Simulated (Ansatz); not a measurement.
## Ca2MnS4, from a guessed structure to a relaxed one

This structure for Ca2MnS4 is made up. Its elements were placed in a known structure type with a cell scaled to their sizes. What cell does the guess relax to, and how far off was it?

Main program and level: Ansatz 0.2.0; DFT, PBEsol, plane-wave PAW, files of the set soft_1, scalar-relativistic, ferromagnetic start, cell and ions relaxed at zero pressure; PAW set soft_1, in the first sound run; inputs show where later runs differ.

### Step 1. The starting structure

The structure is tetragonal, space group I4/mmm (No. 139). The conventional cell has a = 4.567 Å, b = 4.567 Å, c = 14.468 Å, α = 90.00°, β = 90.00°, γ = 90.00°. Mn has 6 S at 2.28 to 2.43 Å nearest. Ca has 9 S at 2.70 to 3.25 Å nearest. S has 1 Mn at 2.43 Å and 5 Ca at 2.70 to 3.25 Å nearest. S has 2 Mn at 2.28 Å and 4 Ca at 3.11 Å nearest. Farther neighbours and most contacts between anions are not listed.

Structure file:

```cif
data_structure
_symmetry_space_group_name_H-M 'P 1'
_symmetry_Int_Tables_number 1
_cell_length_a 7.9221
_cell_length_b 7.9221
_cell_length_c 7.9221
_cell_angle_alpha 146.494
_cell_angle_beta 146.494
_cell_angle_gamma 48.113
_cell_volume 150.88
loop_
_atom_site_label
_atom_site_type_symbol
_atom_site_fract_x
_atom_site_fract_y
_atom_site_fract_z
_atom_site_occupancy
Mn1 Mn 0.00000 0.00000 0.00000 1
Ca2 Ca 0.64550 0.64550 0.00000 1
Ca3 Ca 0.35450 0.35450 0.00000 1
S4 S 0.83210 0.83210 0.00000 1
S5 S 0.16790 0.16790 0.00000 1
S6 S 0.50000 0.00000 0.50000 1
S7 S 0.00000 0.50000 0.50000 1
```

### Step 2. Relaxation of the guess

The guessed cell has no reason to be at equilibrium. It is relaxed with the atoms, within the space group of the guess.

Contents of input.yaml:

```yaml
crystal:
  lattice:
    - [-2.2835, 2.2835, 7.234]
    - [2.2835, -2.2835, 7.234]
    - [2.2835, 2.2835, -7.234]
  atoms:
    - { symbol: Mn, position: [0.0, 0.0, 0.0], spin: 4.0 }
    - { symbol: Ca, position: [0.6455, 0.6455, 0.0] }
    - { symbol: Ca, position: [0.3545, 0.3545, 0.0] }
    - { symbol: S, position: [0.8321, 0.8321, 0.0] }
    - { symbol: S, position: [0.1679, 0.1679, 0.0] }
    - { symbol: S, position: [0.5, 0.0, 0.5] }
    - { symbol: S, position: [0.0, 0.5, 0.5] }
magnetization:
  spin_polarized: true
kpoints:
  mp_grid: { grid: [8, 8, 8] }
scf:
  occupations: { method: fermi_dirac, width: 0.05 }
hamiltonian:
  xc: pbesol
  pseudopotentials: { kind: paw, azcp: { folder: soft_1 }, xc_functional: pbe }
relax:
  f_tol: 0.015
  max_steps: 70
  cell: {}
output:
  forces: true
  stress: true
```

Run with:

```console
$ ansatz run input.yaml --threads 4 --pin off --max-ram 10240MiB --backend cpu --events-out ev --progress --plain --runs-dir out
```

Numbers of over 12 decimals in the logs are rounded to 6 here.

Log:

```text
basis.fft_grid_basis auto: the FFT boxes are laid along the combinations [[1, 0, 1], [0, 1, 1], [0, 0, 1]] of the cell's own vectors, 4.567, 4.567 and 7.922 Å long. The dense box has 32×32×54 points. Along the cell's own vectors, as sized, it would have 54×54×54, 2.85 times as many. Of the 16 symmetry operations that the crystal satisfies within crystal.symmetry.tolerance (time reversal apart; of a slab, those that k [...]
Engine: ansatz 0.2.0, aarch64-unknown-linux-gnu
Pseudopotentials: kind: paw
Pseudopotential: Mn, paw, valence charge 15, recommended cutoff 420 eV (normal), soft_1/Mn.paw.azcp
Pseudopotential: Ca, paw, valence charge 10, recommended cutoff 420 eV (normal), soft_1/Ca.paw.azcp
Pseudopotential: S, paw, valence charge 6, recommended cutoff 420 eV (normal), soft_1/S.paw.azcp
Functional definition: PBEsol
  exchange = pbesol_x
  correlation = pbesol_c
Crystal: 7 atoms, lattice volume = 150.883 Å³
Basis set: ecut = 420 eV, 2961 PW (Γ), FFT grids on a1+a3, a2+a3, a3, exchange–correlation on 64×64×108 points (8 copies of the dense FFT grid, shifted against one another)
Bands: 39, of which v1, the nominal top of the filled ones, is band 30 counted from 1 (29 counted from 0)
Symmetry: 16 space group operations
Space group: I4/mmm (ITA 139), of the structure as read, at distance tolerance 5.3e-5 Å
Magnetic group: BNS 139.531 (UNI 1191), of the structure as read, at distance tolerance 5.3e-5 Å
k-points: 59 of 512
Non-local potential: Mn, projectors of the file, l = 0: 3, l = 1: 2, l = 2: 3, l = 3: 1
Non-local potential: Ca, projectors of the file, l = 0: 3, l = 1: 2, l = 2: 2
Non-local potential: S, projectors of the file, l = 0: 2, l = 1: 2, l = 2: 1
PAW form: soft (Blöchl's): semilocal exchange-correlation on the pseudo side does not see the compensation charge
PAW frozen core: Mn, regenerated for the run's functional, and the local potential with it (the file was generated under x = pbe(κ = 0.804, μ = 0.219515), c = pbe(β = 0.066725))
PAW frozen core: Ca, regenerated for the run's functional, and the local potential with it (the file was generated under x = pbe(κ = 0.804, μ = 0.219515), c = pbe(β = 0.066725))
PAW frozen core: S, regenerated for the run's functional, and the local potential with it (the file was generated under x = pbe(κ = 0.804, μ = 0.219515), c = pbe(β = 0.066725))
PAW one-centre angular grid: Mn, 590 points (default); XC on 64 Gauss nodes
PAW one-centre angular grid: Ca, 110 points (default); XC on 64 Gauss nodes
PAW one-centre angular grid: S, 110 points (default); XC on 64 Gauss nodes
Initial density: superposition of atomic densities (chi_scale 0.1, normalization cell, long waves kept (reshape's long-wave potential 0.08 eV rms))
Starting moments: Σ|m| = 4 μB on 1 of 7 sites
Initial wavefunctions: pseudopotential atomic-orbital guess
Functional: x = pbesol(κ = 0.804, μ = 0.123457), c = pbesol(β = 0.046)
SCF iter   1: F=—  HF=-11004.902876 eV  |F-HF|=—  |Δ(HF+E_count)|=         —  Δρ=2.10e-2 (↑2.07e-2 ↓2.10e-2)  dr2=4.00e0  dr2_m=1.23e-1  M=3.359 μB ∫|m|=3.904 μB  β_m=0.30  ethr=3.10e-3  ⟨swp⟩=10.3  Hψ=25022  notcnv=0  defer=3
Mixer restart at iter 1: flushing history
preconditioner: auto → Kerker (q_TF=auto, 2.333 Å⁻¹)  [metal: Δε(μ)=0.020 eV  Ē_g=7.173 eV  σ=0.050 eV  W_gap=0.10  n_scr=32 (ndim 8)  ℏωp=17.9 eV  f_vac=0.000  D(μ)=2.58/eV (n_scr^D=12)]
spin=Collinear: Kerker preconditioning applied to the charge; magnetization (m = ρ↑ − ρ↓) channel mixes plain (no charge-response kernel on spin).
SCF iter   2: F=—  HF=-11004.558118 eV  |F-HF|=—  |Δ(HF+E_count)|=   3.45e-1  Δρ=1.53e-2 (↑1.42e-2 ↓1.53e-2)  dr2=1.94e0  dr2_m=7.99e-2  M=3.351 μB ∫|m|=3.896 μB  β_m=0.62  ethr=3.10e-3  ⟨swp⟩=2.6  Hψ=6401  notcnv=0  defer=465
SCF iter   3: F=—  HF=-11004.439077 eV  |F-HF|=—  |Δ(HF+E_count)|=   1.19e-1  Δρ=6.64e-3 (↑3.86e-3 ↓6.64e-3)  dr2=1.04e-1  dr2_m=2.31e-2  M=3.316 μB ∫|m|=3.838 μB  β_m=0.81  ethr=3.10e-3  ⟨swp⟩=3.6  Hψ=9358  notcnv=0  defer=465
SCF iter   4: F=—  HF=-11004.487149 eV  |F-HF|=—  |Δ(HF+E_count)|=         —  Δρ=8.81e-3 (↑8.81e-3 ↓2.95e-3)  dr2=4.70e-2  dr2_m=4.31e-2  M=3.250 μB ∫|m|=3.701 μB  β_m=0.81  ethr=1.77e-4  ⟨swp⟩=4.0  Hψ=11391  notcnv=0  defer=333
Mixer restart at iter 4: flushing history
SCF iter   5: F=—  HF=-11004.490458 eV  |F-HF|=—  |Δ(HF+E_count)|=   3.31e-3  Δρ=4.68e-3 (↑4.68e-3 ↓2.83e-3)  dr2=7.79e-2  dr2_m=1.65e-3  M=3.311 μB ∫|m|=3.740 μB  β_m=0.67  ethr=7.97e-5  ⟨swp⟩=3.0  Hψ=9377  notcnv=0  defer=333
SCF iter   6: F=—  HF=-11004.477321 eV  |F-HF|=—  |Δ(HF+E_count)|=   1.31e-2  Δρ=3.18e-3 (↑3.18e-3 ↓6.91e-4)  dr2=9.52e-3  dr2_m=4.21e-3  M=3.275 μB ∫|m|=3.703 μB  β_m=0.73  ethr=7.97e-5  ⟨swp⟩=2.9  Hψ=9635  notcnv=0  defer=333
SCF iter   7: F=—  HF=-11004.476772 eV  |F-HF|=—  |Δ(HF+E_count)|=   5.48e-4  Δρ=9.24e-4 (↑9.24e-4 ↓2.33e-4)  dr2=1.27e-3  dr2_m=3.05e-4  M=3.288 μB ∫|m|=3.708 μB  β_m=0.87  ethr=1.61e-5  ⟨swp⟩=2.1  Hψ=8630  notcnv=0  defer=324
SCF iter   8: F=—  HF=-11004.476856 eV  |F-HF|=—  |Δ(HF+E_count)|=   8.32e-5  Δρ=1.49e-4 (↑1.49e-4 ↓1.06e-4)  dr2=7.03e-5  dr2_m=1.26e-5  M=3.294 μB ∫|m|=3.709 μB  β_m=0.83  ethr=2.14e-6  ⟨swp⟩=2.1  Hψ=8057  notcnv=0  defer=324
SCF iter   9: F=—  HF=-11004.476870 eV  |F-HF|=—  |Δ(HF+E_count)|=   1.42e-5  Δρ=8.03e-5 (↑8.03e-5 ↓6.22e-5)  dr2=3.49e-5  dr2_m=1.75e-7  M=3.296 μB ∫|m|=3.710 μB  β_m=0.91  ethr=1.19e-7  ⟨swp⟩=2.0  Hψ=8079  notcnv=0  defer=324
SCF iter  10: F=—  HF=-11004.476876 eV  |F-HF|=—  |Δ(HF+E_count)|=   6.54e-6  Δρ=3.30e-5 (↑3.30e-5 ↓1.23e-5)  dr2=5.96e-6  dr2_m=1.92e-7  M=3.296 μB ∫|m|=3.709 μB  β_m=0.85  ethr=5.92e-8  ⟨swp⟩=2.0  Hψ=5586  notcnv=0  defer=324
SCF iter  11: F=—  HF=-11004.476876 eV  |F-HF|=—  |Δ(HF+E_count)|=   5.49e-7  Δρ=9.16e-6 (↑5.92e-6 ↓9.16e-6)  dr2=5.23e-7  dr2_m=1.45e-8  M=3.296 μB ∫|m|=3.709 μB  β_m=0.92  ethr=1.01e-8  ⟨swp⟩=2.3  Hψ=6803  notcnv=0  defer=324
SCF iter  12: F=—  HF=-11004.476876 eV  |F-HF|=—  |Δ(HF+E_count)|=   9.43e-8  Δρ=2.03e-6 (↑2.03e-6 ↓1.72e-6)  dr2=8.45e-8  dr2_m=1.05e-9  M=3.296 μB ∫|m|=3.709 μB  β_m=0.96  ethr=8.86e-10  ⟨swp⟩=2.1  Hψ=5913  notcnv=0  defer=324
SCF iter  13: F=-11004.476876 eV  HF=-11004.476876 eV  |F-HF|=4.11e-8  |Δ(HF+E_count)|=   3.01e-9  Δρ=2.72e-6 (↑2.00e-6 ↓2.72e-6)  dr2=4.92e-8  dr2_m=3.15e-10  M=3.296 μB ∫|m|=3.709 μB  ethr=1.43e-10  ⟨swp⟩=3.0  Hψ=15224  notcnv=0
SCF 1 converged in 13 iterations: F = -11004.476876 eV  dr2 = 4.92e-8
  greatest PAW one-centre occupation: 1.000 electrons in one spin orbital (limit 2), on the Mn atom at site 0 (counted from 0), in its partial waves of l = 1
[...]
SCF iter  10: F=-11004.646913 eV  HF=-11004.646913 eV  |F-HF|=7.84e-8  |Δ(HF+E_count)|=   6.77e-9  Δρ=5.29e-6 (↑2.28e-6 ↓5.29e-6)  dr2=1.05e-7  dr2_m=3.90e-9  M=3.247 μB ∫|m|=3.569 μB  ethr=2.55e-10  ⟨swp⟩=2.1  Hψ=15408  notcnv=0
SCF 3 converged in 10 iterations: F = -11004.646913 eV  dr2 = 1.05e-7
relax step   3: F+E_penalty+E_count = -11004.64691265 eV  Δ(F+E_penalty+E_count) = -9.880e-3 eV  max|allowed force component| = 1.418e-1 eV/Å  Δτ_max = 0.0470 Å  P = +0.260 GPa  Ω = 141.109 Å³  energy of the carried Pulay correction = +2.582e-3 eV  (10 SCF iters, dr2 threshold 7.00e-7 eV, accepted)
[...]
relax step   4: F+E_penalty+E_count = -11004.64930942 eV  Δ(F+E_penalty+E_count) = -2.397e-3 eV  max|allowed force component| = 1.343e-2 eV/Å  Δτ_max = 0.0141 Å  P = -0.004 GPa  Ω = 141.427 Å³  energy of the carried Pulay correction = +2.496e-3 eV  (9 SCF iters, dr2 threshold 7.00e-7 eV, accepted)
[...]
relax step   5: F+E_penalty+E_count = -11004.64934692 eV  Δ(F+E_penalty+E_count) = -3.750e-5 eV  max|allowed force component| = 2.335e-3 eV/Å  Δτ_max = 0.0012 Å  P = +0.001 GPa  Ω = 141.442 Å³  energy of the carried Pulay correction = +2.491e-3 eV  (9 SCF iters, dr2 threshold 8.79e-9 eV, accepted)
Initial wavefunctions: pseudopotential atomic-orbital guess (no wavefunctions were taken with the density)
iter 1 solved again at ethr=8.70e-7 eV; its pass at ethr=3.10e-3 eV (dr2=5.13e-4 eV) is discarded
SCF iter   1: F=—  HF=-11004.646905 eV  |F-HF|=—  |Δ(HF+E_count)|=         —  Δρ=5.30e-5 (↑4.42e-5 ↓5.30e-5)  dr2=8.79e-6  dr2_m=5.94e-8  M=3.238 μB ∫|m|=3.573 μB  β_m=0.65  ethr=8.70e-7  ⟨swp⟩=4.0  Hψ=37757  notcnv=0
preconditioner: auto → Kerker (q_TF=auto, 2.225 Å⁻¹)  [metal: Δε(μ)=0.025 eV  Ē_g=12.292 eV  σ=0.050 eV  W_gap=0.12  n_scr=32 (ndim 8)  ℏωp=21.4 eV  f_vac=0.001  D(μ)=2.27/eV (n_scr^D=10)]
spin=Collinear: Kerker preconditioning applied to the charge; magnetization (m = ρ↑ − ρ↓) channel mixes plain (no charge-response kernel on spin).
SCF iter   2: F=—  HF=-11004.646904 eV  |F-HF|=—  |Δ(HF+E_count)|=   1.40e-6  Δρ=2.00e-5 (↑2.00e-5 ↓1.99e-5)  dr2=6.09e-7  dr2_m=1.71e-7  M=3.238 μB ∫|m|=3.573 μB  β_m=0.56  ethr=1.49e-8  ⟨swp⟩=2.1  Hψ=6721  notcnv=0
SCF iter   3: F=—  HF=-11004.646905 eV  |F-HF|=—  |Δ(HF+E_count)|=   9.78e-7  Δρ=6.09e-6 (↑5.45e-6 ↓6.09e-6)  dr2=6.47e-8  dr2_m=2.17e-9  M=3.238 μB ∫|m|=3.573 μB  β_m=0.57  ethr=1.03e-9  ⟨swp⟩=2.0  Hψ=8056  notcnv=0
SCF iter   4: F=—  HF=-11004.646905 eV  |F-HF|=—  |Δ(HF+E_count)|=   6.66e-7  Δρ=7.06e-6 (↑4.88e-6 ↓7.06e-6)  dr2=1.81e-7  dr2_m=2.74e-9  M=3.238 μB ∫|m|=3.573 μB  β_m=0.79  ethr=1.10e-10  ⟨swp⟩=2.0  Hψ=5863  notcnv=0  recentre
SCF iter   5: F=—  HF=-11004.646906 eV  |F-HF|=—  |Δ(HF+E_count)|=   8.68e-7  Δρ=6.66e-6 (↑2.18e-6 ↓6.66e-6)  dr2=1.37e-7  dr2_m=1.55e-8  M=3.238 μB ∫|m|=3.573 μB  β_m=0.89  ethr=1.10e-10  ⟨swp⟩=2.6  Hψ=8498  notcnv=0
SCF iter   6: F=—  HF=-11004.646906 eV  |F-HF|=—  |Δ(HF+E_count)|=   2.89e-7  Δρ=4.33e-6 (↑2.12e-6 ↓4.33e-6)  dr2=8.87e-8  dr2_m=2.19e-9  M=3.238 μB ∫|m|=3.573 μB  β_m=0.83  ethr=1.10e-10  ⟨swp⟩=2.4  Hψ=7716  notcnv=0
SCF iter   7: F=—  HF=-11004.646906 eV  |F-HF|=—  |Δ(HF+E_count)|=   7.93e-8  Δρ=1.73e-6 (↑1.47e-6 ↓1.73e-6)  dr2=1.97e-8  dr2_m=7.99e-11  M=3.238 μB ∫|m|=3.573 μB  β_m=0.91  ethr=1.10e-10  ⟨swp⟩=2.1  Hψ=6652  notcnv=0
SCF iter   8: F=—  HF=-11004.646906 eV  |F-HF|=—  |Δ(HF+E_count)|=   1.47e-8  Δρ=4.96e-7 (↑4.59e-7 ↓4.96e-7)  dr2=1.66e-9  dr2_m=7.39e-12  M=3.238 μB ∫|m|=3.573 μB  β_m=0.96  ethr=3.34e-11  ⟨swp⟩=2.1  Hψ=6852  notcnv=0
SCF iter   9: F=—  HF=-11004.646906 eV  |F-HF|=—  |Δ(HF+E_count)|=   6.38e-9  Δρ=5.84e-8 (↑5.84e-8 ↓4.43e-8)  dr2=4.73e-11  dr2_m=1.97e-13  M=3.238 μB ∫|m|=3.573 μB  β_m=0.98  ethr=2.81e-12  ⟨swp⟩=2.5  Hψ=8414  notcnv=0
SCF iter  10: F=—  HF=-11004.646906 eV  |F-HF|=—  |Δ(HF+E_count)|=  1.64e-11  Δρ=4.77e-8 (↑3.25e-8 ↓4.77e-8)  dr2=1.40e-11  dr2_m=1.26e-13  M=3.238 μB ∫|m|=3.573 μB  β_m=0.99  ethr=1.00e-12  ⟨swp⟩=1.1  Hψ=4622  notcnv=0
SCF iter  11: F=-11004.646906 eV  HF=-11004.646906 eV  |F-HF|=0.00e0  |Δ(HF+E_count)|=  1.27e-11  Δρ=2.00e-8 (↑1.20e-8 ↓2.00e-8)  dr2=2.03e-12  dr2_m=3.29e-14  M=3.238 μB ∫|m|=3.573 μB  ethr=1.00e-12  ⟨swp⟩=3.9  Hψ=15340  notcnv=0
SCF 6 converged in 11 iterations: F = -11004.646906 eV  dr2 = 2.03e-12
relax step   6: F+E_penalty+E_count = -11004.64690647 eV  Δ(F+E_penalty+E_count) = +2.440e-3 eV  max|allowed force component| = 2.147e-3 eV/Å  Δτ_max = 0.0000 Å  P = +0.000 GPa  Ω = 141.442 Å³  stress off target by 3.57e-2 GPa  SCF on the basis re-selected at this cell (its energy is not comparable with the rows above)  (11 SCF iters)
basis re-selected at this cell: Δ(F+E_penalty+E_count) = +2.440e-3 eV, ΔP = -0.001 GPa vs the last step (what re-selecting the basis moved, of the pressure what is left beyond the Pulay correction that the steps carried, after the strain that the cell walked since its last selection, with what the two solves' SCF thresholds leave and, on support functions, any second-order correction that the steps lacked; it is no m [...]
SCF converged after 11 iterations
Magnetization: 3.2381 μB (31.1191 up, 27.8809 down)
Absolute magnetization: 3.5694 μB (∫|ρ↑−ρ↓|, with the PAW one-centre terms)
Spin contamination: 0.1680 ħ² per cell (⟨S²⟩ above its minimum at these occupations)
Per-site moments (μB) at R_I (Å): [(2.719715, 0.926240), (0.011328, 1.119738), (0.011328, 1.119738), (0.00667487, 0.967776), (0.00667487, 0.967776), (0.040136, 0.926240), (0.040136, 0.926240)]
Free energy (F): -11004.646906 eV
Harris-Foulkes:  -11004.646906 eV  (|F-HF|=0.00e0)
Internal energy: -11004.627001 eV  (E = F + TS)
E sigma→0 (E₀):  -11004.636954 eV
Entropy (-TS):   -0.019906 eV (-2.844 meV/atom)
Fermi energy:    7.516127 eV
--- Per-component energies (eV) ---
  E_band       = -584.685889
  E_kinetic    = 1251.908934
  E_local      = -5357.404960  (includes V_loc(G=0)·N_el)
  E_nonlocal   = 778.272903
  E_hartree    = 2031.000447
  E_xc         = -716.579225
  E_vxc        = -789.341993  (∫ρ·V_xc dr)
  E_paw        = -5352.880058  (= ΣΔE_a)
  E_vpaw       = -530.121834  (= ΣTr[D̂ρ^β])
  E_aug_tail   = 0.000086  (compensation charges beyond the density's cutoff)
  E_ewald      = -3639.600164
  E_core_change = 0.655037  (= ΣΔE_core)
  E_smearing   = -0.019906  (= −TS)
  E_closure    = -0.000000  (closes the sum)
  Σ components = -11004.646906   (vs F -11004.646906, Δ=0.00e0)
--- Forces (eV/Å), atoms counted from 1 ---
  atom   1  Mn    -0.00000000    -0.00000000    -0.00000000
  atom   2  Ca     0.00000000    -0.00000000    -0.00214695
  atom   3  Ca     0.00000000    -0.00000000     0.00214695
  atom   4  S      0.00000000    -0.00000000     0.00142499
  atom   5  S     -0.00000000    -0.00000000    -0.00142499
  atom   6  S      0.00000000     0.00000000     0.00000000
  atom   7  S     -0.00000000     0.00000000     0.00000000
  max |Σ_I F_I| component: 7.70e-18 eV/Å
--- Stress (GPa, compression-positive) ---
        0.017964       0.000000       0.000000
        0.000000       0.017964       0.000000
        0.000000       0.000000      -0.035702
  P = ⅓ Tr σ = 0.0001 GPa (0.001 kbar)
--- Relaxed structure (5 steps of the walk, 5 accepted, 1 SCFs on fresh bases) ---
  F+E_penalty+E_count = -11004.64690647 eV   max|allowed force component| = 2.147e-3 eV/Å   (the final SCF, on the basis selected at the relaxed cell)
  cell:  # Å, volume = 141.4423 Å³
    - [-2.245431, 2.245431, 7.013259]
    - [2.245431, -2.245431, 7.013259]
    - [2.245431, 2.245431, -7.013259]
  atoms:
    - { symbol: Mn, position: [-4.796028410220644e-19, -4.796028410220643e-19, 0] }
    - { symbol: Ca, position: [0.639209, 0.639209, 0] }
    - { symbol: Ca, position: [0.360791, 0.360791, 0] }
    - { symbol: S, position: [0.832737, 0.832737, 0] }
    - { symbol: S, position: [0.167263, 0.167263, 0] }
    - { symbol: S, position: [0.5, -4.796028410220642e-19, 0.5] }
    - { symbol: S, position: [-4.796028410220644e-19, 0.5, 0.5] }
```

Run time: 72 s. Hardware: 4 threads of Arm Neoverse V1, shared host; peak memory 0.86 GiB.

The steps of the relaxation:

```csv
step,energy less that of the first step (eV),largest force component (eV/Å),pressure (GPa),volume (Å³)
1,0.0000,0.4213,-4.11,150.88
2,-0.1602,0.3350,-0.17,141.34
3,-0.1700,0.1418,0.26,141.11
4,-0.1724,0.0134,0.00,141.43
5,-0.1725,0.0023,0.00,141.44
6*,-0.1700,0.0021,0.00,141.44
```

Relaxation steps marked * repeat the geometry before them on a plane-wave basis chosen anew for their cell, so energy and pressure can jump there.

Forces are held to the 16 operations that the run works with; a distortion that breaks them can't arise in this run.

```
conventional cell, symmetrised  before   after  change
                         a (Å)   4.567   4.491  -1.7 %
                         b (Å)   4.567   4.491  -1.7 %
                         c (Å)  14.468  14.027  -3.1 %
              volume (Å³/atom)   21.55   20.21  -6.3 %
```

The atoms that moved most (Å, as changes of fractional coordinates times the final cell):

```
atom     dx     dy      dz  length
 Ca3  0.000  0.000   0.088   0.088
 Ca2  0.000  0.000  -0.088   0.088
  S5  0.000  0.000  -0.009   0.009
  S4  0.000  0.000   0.009   0.009
```

Numbers from this step:

| Item | Value |
| --- | --- |
| free energy | -11004.6469 eV |
| energy at zero smearing | -11004.6370 eV |
| smearing term TS | 0.01991 eV |
| Fermi energy | 7.516 eV |
| magnetization | 3.238 μB |
| absolute magnetization | 3.569 μB |
| site moments | 2.720, 0.01133, 0.01133, 0.006675, 0.006675, 0.04014, 0.04014 μB |
| electrons | 59 |
| symmetry operations | 16 |
| pressure | 7.51e-5 GPa |

Site moment by atom:

```csv
atom,site moment (μB)
Mn1,2.72
Ca2,0.01
Ca3,0.01
S4,0.01
S5,0.01
S6,0.04
S7,0.04
```

Shortest distances by pair of elements, guess and relaxed (not always the same contact):

| pair | guess (Å) | relaxed (Å) |
| --- | --- | --- |
| Mn–S | 2.284 | 2.245 |
| Ca–S | 2.700 | 2.715 |
| S–S | 3.229 | 3.176 |
| Ca–Mn | 3.855 | 3.728 |
| Ca–Ca | 4.210 | 3.905 |

The relaxation ends with a largest force component of 0.0021 eV/Å and a pressure of 0.00 GPa.

(Part 1 of 2 ends here.)

[Logs are printed without paths, hosts, clocks, repeated set-up lines and the standing remarks that a program may print on its own settings, such as how far it seeks lower states.]

[Hosts, paths, dates, database ids (printed as entryN), source tags and the programs' standing remarks are cut or masked in the printed files.]
